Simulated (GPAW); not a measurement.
# Settings that the conductance of a W chain with an O atom bridging one bond needs, part 3 of 3

Wanted: a convergence study of zero-bias transport through a W chain with an O atom bridging one bond, with run times.

GPAW 26.7.0; GPAW LCAO, PAW setups; Landauer transmission from Green's functions with principal layers (ASE), zero bias.

So far, conductance (G₀): step 2 (base settings) 4.74; step 10 (grid spacing: h = 0.16) 4.74; step 13 (varying the width of the vacuum box) 4.76; step 14 (width of the vacuum box, box 6 Å) 4.72; step 15 (varying the width of the vacuum box, box 7.5 × 7.5 Å) 4.73.

**16. Varying the width of the vacuum box, box 11 × 11 Å**

The cell differs from the one that the last finished run ended in (a 7.500 → 11.000 Å, b 7.500 → 11.000 Å).

Contents of run.py:

```python
import json
import numpy as np
from ase import Atoms
from ase.transport.calculators import TransportCalculator
from gpaw import GPAW, FermiDirac
from gpaw.lcao.tools import get_lcao_hamiltonian
from scipy.linalg import eigh

# The junction with lead layers at both ends, along the third cell vector
device = Atoms(
    ['W', 'W', 'W', 'W', 'W', 'W', 'W', 'O', 'W', 'W', 'W', 'W', 'W', 'W', 'W'],
    positions=[
        [5.50000, 5.50000, 1.12500],
        [5.50000, 5.50000, 3.37500],
        [5.50000, 5.50000, 5.62500],
        [5.50000, 5.50000, 7.87500],
        [5.50000, 5.50000, 10.12500],
        [5.50000, 5.50000, 12.37500],
        [5.50000, 5.50000, 14.62500],
        [6.58709, 5.50000, 15.85000],
        [5.50000, 5.50000, 17.07500],
        [5.50000, 5.50000, 19.32500],
        [5.50000, 5.50000, 21.57500],
        [5.50000, 5.50000, 23.82500],
        [5.50000, 5.50000, 26.07500],
        [5.50000, 5.50000, 28.32500],
        [5.50000, 5.50000, 30.57500]],
    cell=[[11.0, 0.0, 0.0], [0.0, 11.0, 0.0], [0.0, 0.0, 31.7]],
    pbc=True)

# One principal layer of the lead: the first 5 atoms of the device
lead = Atoms(
    ['W', 'W', 'W', 'W', 'W'],
    positions=[
        [5.50000, 5.50000, 1.12500],
        [5.50000, 5.50000, 3.37500],
        [5.50000, 5.50000, 5.62500],
        [5.50000, 5.50000, 7.87500],
        [5.50000, 5.50000, 10.12500]],
    cell=[[11.0, 0.0, 0.0], [0.0, 11.0, 0.0], [0.0, 0.0, 11.25]],
    pbc=True)

settings = dict(mode='lcao', basis='dzp', xc='PBE', h=0.18,
                occupations=FermiDirac(0.1), maxiter=250,
                mixer=dict(beta=0.1, nmaxold=8, weight=100.0),
                convergence=dict(density=0.0001))
energies = np.arange(-2, 2 + 1e-9, 0.05)
eta = 0.0001
n1, n2 = 1, 1
# k and -k transmit alike, so half of the mesh across the current serves
mesh = [(i, j) for i in range(n1) for j in range(n2) if (i, j) <= (-i % n1, -j % n2)]
weights = np.array([1 if (i, j) == (-i % n1, -j % n2) else 2 for i, j in mesh]) / (n1 * n2)

# [... helper functions left out ...]
fermi_lead = ground_state(lead, (1, 1, 10), 'lead.txt')
fermi_device = ground_state(device, (1, 1, 3), 'device.txt')
# [... loop over the mesh left out, but for ...]
        # Shift the lead onto the potential of the device's first layer
        shift = ((H[:, 0, 0] - H0[:, 0, 0]) / S0[0, 0]).real.mean()
# [...]
kT = 8.617333e-5 * 77
bias = [0.1, 0.2, 0.5, 1.0, 1.5, 2.0]
# [... integrals and printing left out ...]
```

On the command line:

```console
> OMP_NUM_THREADS=1 OPENBLAS_NUM_THREADS=2 python run.py
```

Wall time 3.9 min (2 threads of Intel Xeon Platinum 8559C (Emerald Rapids), shared host); peak memory 2.2 GiB.

One spin. The transmission, zone mean by energy, zero at the Fermi level:

energy (eV), transmission, zone mean and a bar from the least value:
```
   -2.000       1.66 ########
   -1.800       1.93 ##########
   -1.600       2.12 ###########
   -1.400       2.33 #############
   -1.200       2.55 ##############
   -1.000       2.76 ################
   -0.800       3.06 ##################
   -0.600       4.00 #########################
   -0.400       4.44 ############################
   -0.200       4.65 #############################
    0.000       4.74 ##############################
    0.100       4.75 ##############################
    0.200       4.75 ##############################
    0.400       4.69 ##############################
    0.600       4.58 #############################
    0.800       4.40 ###########################
    1.000       4.15 ##########################
    1.200       3.85 ########################
    1.400       3.34 ####################
    1.600       2.48 ##############
    1.800       0.88 ###
    2.000       0.51
```

The conductance equals that of the base run to 0.2 %.

**17. Width of the vacuum box, box 13 × 13 Å**

The cell differs from the one that the last finished run ended in (a 11.000 → 13.000 Å, b 11.000 → 13.000 Å).

Changes to run.py since step 16:

```diff
@@ -12,18 +12,18 @@
     positions=[
-        [5.50000, 5.50000, 1.12500],
-        [5.50000, 5.50000, 3.37500],
-        [5.50000, 5.50000, 5.62500],
-        [5.50000, 5.50000, 7.87500],
-        [5.50000, 5.50000, 10.12500],
-        [5.50000, 5.50000, 12.37500],
-        [5.50000, 5.50000, 14.62500],
-        [6.58709, 5.50000, 15.85000],
-        [5.50000, 5.50000, 17.07500],
-        [5.50000, 5.50000, 19.32500],
-        [5.50000, 5.50000, 21.57500],
-        [5.50000, 5.50000, 23.82500],
-        [5.50000, 5.50000, 26.07500],
-        [5.50000, 5.50000, 28.32500],
-        [5.50000, 5.50000, 30.57500]],
-    cell=[[11.0, 0.0, 0.0], [0.0, 11.0, 0.0], [0.0, 0.0, 31.7]],
+        [6.50000, 6.50000, 1.12500],
+        [6.50000, 6.50000, 3.37500],
+        [6.50000, 6.50000, 5.62500],
+        [6.50000, 6.50000, 7.87500],
+        [6.50000, 6.50000, 10.12500],
+        [6.50000, 6.50000, 12.37500],
+        [6.50000, 6.50000, 14.62500],
+        [7.58709, 6.50000, 15.85000],
+        [6.50000, 6.50000, 17.07500],
+        [6.50000, 6.50000, 19.32500],
+        [6.50000, 6.50000, 21.57500],
+        [6.50000, 6.50000, 23.82500],
+        [6.50000, 6.50000, 26.07500],
+        [6.50000, 6.50000, 28.32500],
+        [6.50000, 6.50000, 30.57500]],
+    cell=[[13.0, 0.0, 0.0], [0.0, 13.0, 0.0], [0.0, 0.0, 31.7]],
     pbc=True)
@@ -34,8 +34,8 @@
     positions=[
-        [5.50000, 5.50000, 1.12500],
-        [5.50000, 5.50000, 3.37500],
-        [5.50000, 5.50000, 5.62500],
-        [5.50000, 5.50000, 7.87500],
-        [5.50000, 5.50000, 10.12500]],
-    cell=[[11.0, 0.0, 0.0], [0.0, 11.0, 0.0], [0.0, 0.0, 11.25]],
+        [6.50000, 6.50000, 1.12500],
+        [6.50000, 6.50000, 3.37500],
+        [6.50000, 6.50000, 5.62500],
+        [6.50000, 6.50000, 7.87500],
+        [6.50000, 6.50000, 10.12500]],
+    cell=[[13.0, 0.0, 0.0], [0.0, 13.0, 0.0], [0.0, 0.0, 11.25]],
     pbc=True)
```

The job ended after 4.3 min (2 threads; peak memory 2.8 GiB).

One spin. Table of transmission, zone mean by energy, zero at the Fermi level:

energy (eV), transmission, zone mean and a bar:
```
    -2.00       1.66 ##########
    -1.90       1.81 ###########
    -1.80       1.93 ###########
    -1.70       2.02 ############
    -1.55       2.17 #############
    -1.45       2.27 ##############
    -1.35       2.39 ##############
    -1.25       2.50 ###############
    -1.15       2.61 ################
    -1.05       2.71 ################
    -0.90       2.89 ##################
    -0.80       3.06 ###################
    -0.70       3.56 ######################
    -0.60       4.01 #########################
    -0.50       4.28 ###########################
    -0.40       4.44 ############################
    -0.25       4.61 #############################
    -0.15       4.69 ##############################
    -0.05       4.73 ##############################
     0.00       4.74 ##############################
     0.05       4.75 ##############################
     0.10       4.75 ##############################
     0.15       4.75 ##############################
     0.25       4.74 ##############################
     0.40       4.69 ##############################
     0.50       4.64 #############################
     0.60       4.58 #############################
     0.70       4.50 ############################
     0.80       4.40 ############################
     0.90       4.28 ###########################
     1.05       4.08 ##########################
     1.15       3.94 #########################
     1.25       3.76 #######################
     1.35       3.51 ######################
     1.45       3.12 ###################
     1.55       2.61 ################
     1.70       1.28 #######
     1.80       1.12 ######
     1.90       1.83 ###########
     2.00       0.22
```

The conductance equals that of the base run to 0.2 %.

**18. Convergence in the width of the vacuum box**

This step: convergence of the conductance (GPAW 26.7.0).

The conductance by width of the vacuum box:

```
width of the vacuum box (Å)  conductance (G₀)
                       5.00              4.76
                       6.00              4.72
                       7.50              4.73
                       9.00              4.74
                      11.00              4.74
                      13.00              4.74
```

**19. K-points along the lead: lead_nz = 2**

The lead's own mesh along the current sets its density and potential; where the lead is aligned to the junction's end layer, a rigid shift drops out.

This step: GPAW LCAO, PAW setups; Landauer transmission from Green's functions with principal layers (ASE), zero bias (GPAW 26.7.0).

Contents of run.py:

```python
import json
import numpy as np
from ase import Atoms
from ase.transport.calculators import TransportCalculator
from gpaw import GPAW, FermiDirac
from gpaw.lcao.tools import get_lcao_hamiltonian
from scipy.linalg import eigh

# The junction with lead layers at both ends, along the third cell vector
device = Atoms(
    ['W', 'W', 'W', 'W', 'W', 'W', 'W', 'O', 'W', 'W', 'W', 'W', 'W', 'W', 'W'],
    positions=[
        [4.50000, 4.50000, 1.12500],
        [4.50000, 4.50000, 3.37500],
        [4.50000, 4.50000, 5.62500],
        [4.50000, 4.50000, 7.87500],
        [4.50000, 4.50000, 10.12500],
        [4.50000, 4.50000, 12.37500],
        [4.50000, 4.50000, 14.62500],
        [5.58709, 4.50000, 15.85000],
        [4.50000, 4.50000, 17.07500],
        [4.50000, 4.50000, 19.32500],
        [4.50000, 4.50000, 21.57500],
        [4.50000, 4.50000, 23.82500],
        [4.50000, 4.50000, 26.07500],
        [4.50000, 4.50000, 28.32500],
        [4.50000, 4.50000, 30.57500]],
    cell=[[9.0, 0.0, 0.0], [0.0, 9.0, 0.0], [0.0, 0.0, 31.7]],
    pbc=True)

# One principal layer of the lead: the first 5 atoms of the device
lead = Atoms(
    ['W', 'W', 'W', 'W', 'W'],
    positions=[
        [4.50000, 4.50000, 1.12500],
        [4.50000, 4.50000, 3.37500],
        [4.50000, 4.50000, 5.62500],
        [4.50000, 4.50000, 7.87500],
        [4.50000, 4.50000, 10.12500]],
    cell=[[9.0, 0.0, 0.0], [0.0, 9.0, 0.0], [0.0, 0.0, 11.25]],
    pbc=True)

settings = dict(mode='lcao', basis='dzp', xc='PBE', h=0.18,
                occupations=FermiDirac(0.1), maxiter=250,
                mixer=dict(beta=0.1, nmaxold=8, weight=100.0),
                convergence=dict(density=0.0001))
energies = np.arange(-2, 2 + 1e-9, 0.05)
eta = 0.0001
n1, n2 = 1, 1
# k and -k transmit alike, so half of the mesh across the current serves
mesh = [(i, j) for i in range(n1) for j in range(n2) if (i, j) <= (-i % n1, -j % n2)]
weights = np.array([1 if (i, j) == (-i % n1, -j % n2) else 2 for i, j in mesh]) / (n1 * n2)

# [... helper functions left out ...]
fermi_lead = ground_state(lead, (1, 1, 2), 'lead.txt')
fermi_device = ground_state(device, (1, 1, 3), 'device.txt')
# [... loop over the mesh left out, but for ...]
        # Shift the lead onto the potential of the device's first layer
        shift = ((H[:, 0, 0] - H0[:, 0, 0]) / S0[0, 0]).real.mean()
# [...]
kT = 8.617333e-5 * 77
bias = [0.1, 0.2, 0.5, 1.0, 1.5, 2.0]
# [... integrals and printing left out ...]
```

Run time: 3.7 min. Hardware: 2 threads; peak memory 1.9 GiB.

Numbers from this step:

```yaml
conductance: 4.728 G₀
largest_misfit_of_the_first_principal_layer: 0.08487 eV
shift_that_aligns_the_lead: -0.03244 eV
transmission_at_the_fermi_level_one_spin: 4.729
```

One spin. Table of transmission, zone mean by energy, zero at the Fermi level:

energy (eV), transmission, zone mean and a bar:
```
    -2.00       1.68 #########
    -1.90       1.77 ##########
    -1.80       1.87 ##########
    -1.70       1.99 ###########
    -1.55       2.17 #############
    -1.45       2.27 #############
    -1.35       2.37 ##############
    -1.25       2.47 ###############
    -1.15       2.57 ###############
    -1.05       2.67 ################
    -0.90       2.87 #################
    -0.80       3.05 ###################
    -0.70       3.25 ####################
    -0.60       4.09 ##########################
    -0.50       4.17 ##########################
    -0.40       4.45 ############################
    -0.25       4.60 #############################
    -0.15       4.65 #############################
    -0.05       4.71 ##############################
     0.00       4.73 ##############################
     0.05       4.74 ##############################
     0.15       4.73 ##############################
     0.25       4.71 ##############################
     0.40       4.68 ##############################
     0.50       4.64 #############################
     0.60       4.57 #############################
     0.70       4.48 ############################
     0.80       4.38 ############################
     0.90       4.29 ###########################
     1.05       4.13 ##########################
     1.15       3.96 #########################
     1.25       3.74 #######################
     1.35       3.52 ######################
     1.45       3.27 ####################
     1.55       2.81 #################
     1.70       1.26 ######
     1.80       0.97 ####
     1.90       0.41 #
     2.00       0.32
```

Not self-consistent under bias; the bias window is split evenly. Table of current through one cell, from the zero-bias transmission by bias:

```
bias (V)  current through one cell, from the zero-bias transmission (mA)
   0.100                                                          0.0366
   0.200                                                          0.0732
   0.500                                                           0.182
   1.000                                                           0.359
   1.500                                                           0.520
   2.000                                                           0.660
```

The conductance, 4.73 G₀, lies 0.3 % below that of the base run.

**20. Varying the k-points along the lead: lead_nz = 4**

Changes to run.py since step 19:

```diff
@@ -54,3 +54,3 @@
 # [... helper functions left out ...]
-fermi_lead = ground_state(lead, (1, 1, 2), 'lead.txt')
+fermi_lead = ground_state(lead, (1, 1, 4), 'lead.txt')
 fermi_device = ground_state(device, (1, 1, 3), 'device.txt')
```

It took 4.2 min on 2 threads; peak memory 1.9 GiB.

This step gave:

```
conductance                                 : 4.719 G₀
largest misfit of the first principal layer : 0.04090 eV
shift that aligns the lead                  : 0.02687 eV
transmission at the Fermi level (one spin)  : 4.719
```

One spin. Table of transmission, zone mean by energy, zero at the Fermi level:

```
energy (eV)  transmission, zone mean
     -2.000                     1.86
     -1.800                     1.88
     -1.600                     2.10
     -1.400                     2.30
     -1.200                     2.47
     -1.000                     2.69
     -0.800                     3.04
     -0.600                     3.96
     -0.400                     4.44
     -0.200                     4.65
      0.000                     4.72
      0.150                     4.73
      0.200                     4.72
      0.400                     4.68
      0.600                     4.58
      0.800                     4.41
      1.000                     4.14
      1.200                     3.83
      1.400                     3.38
      1.600                     2.62
      1.800                    0.860
      2.000                    0.310
```

Not self-consistent under bias; the bias window is split evenly. Current through one cell, from the zero-bias transmission against bias:

```
bias (V)  current through one cell, from the zero-bias transmission (mA)
   0.100                                                          0.0366
   0.200                                                          0.0731
   0.500                                                           0.182
   1.000                                                           0.359
   1.500                                                           0.522
   2.000                                                           0.662
```

The conductance, 4.72 G₀, lies 0.5 % below that of the base run.

**21. K-points along the lead: lead_nz = 8**

Changes to run.py since step 20:

```diff
@@ -54,3 +54,3 @@
 # [... helper functions left out ...]
-fermi_lead = ground_state(lead, (1, 1, 4), 'lead.txt')
+fermi_lead = ground_state(lead, (1, 1, 8), 'lead.txt')
 fermi_device = ground_state(device, (1, 1, 3), 'device.txt')
```

It took 4.1 min on 2 threads; peak memory 1.9 GiB.

The conductance, 4.72 G₀, lies 0.5 % below that of the base run.

**22. K-points along the lead: lead_nz = 30**

Changes to run.py since step 21:

```diff
@@ -54,3 +54,3 @@
 # [... helper functions left out ...]
-fermi_lead = ground_state(lead, (1, 1, 8), 'lead.txt')
+fermi_lead = ground_state(lead, (1, 1, 30), 'lead.txt')
 fermi_device = ground_state(device, (1, 1, 3), 'device.txt')
```

Run time: 5.1 min. Hardware: 2 threads; peak memory 1.9 GiB.

The conductance, 4.70 G₀, lies 0.8 % below that of the base run.

**23. Convergence in the k-points along the lead**

This step: convergence of the conductance (GPAW 26.7.0).

Conductance against k-points along the lead:

```
k-points along the lead  conductance (G₀)
                    2.0              4.73
                    4.0              4.72
                    8.0              4.72
                   10.0              4.74
                   30.0              4.70
```

**24. Results**

| Quantity | Value |
| --- | --- |
| conductance at the base settings | 4.74 G₀ |
| range over the periods in a principal layer (3 to 6) | 4.71 to 4.85 G₀ |
| range over the grid spacing (0.14 to 0.3 Å) | 4.74 to 4.86 G₀ |
| range over the width of the vacuum box (5 to 13 Å) | 4.72 to 4.76 G₀ |
| range over the k-points along the lead (2 to 30) | 4.70 to 4.74 G₀ |

**Reading.** At the base settings the conductance, averaged at 77 K, is 4.74 G₀. In the periods in a principal layer, no value tried moves the conductance by 3 %. In the grid spacing, no value tried moves the conductance by 3 %. In the width of the vacuum box, no value tried moves the conductance by 3 %. In the k-points along the lead, no value tried moves the conductance by 3 %. T is read at the junction's Fermi level after the lead is aligned to it, so the test of the lead's mesh is blind to a shift of the lead's own level, and the junction's own mesh wasn't varied. Over the ranges tried, the periods in a principal layer moves it most, counted as a ratio. The geometry was built from estimated bond lengths and not relaxed, so the numbers describe this model structure. The run had no spin polarisation, so a magnetic state, which chains and small molecules with open shells often have, wasn't tested. Spin-orbit coupling is left out, which matters for the heavy atoms here. An evenly spaced straight chain is an idealisation: free chains tend to dimerise, zigzag or, where a band edge lies near the Fermi level, turn magnetic. The currents use the zero-bias T(E) throughout, which holds only while the bias is small against the distance to the nearest feature.

[Logs are printed without paths, hosts, clocks, repeated set-up lines and the standing remarks that a program may print on its own settings, such as how far it seeks lower states.]

[Hosts, paths, dates, database ids (printed as entryN), source tags and the programs' standing remarks are cut or masked in the printed files.]
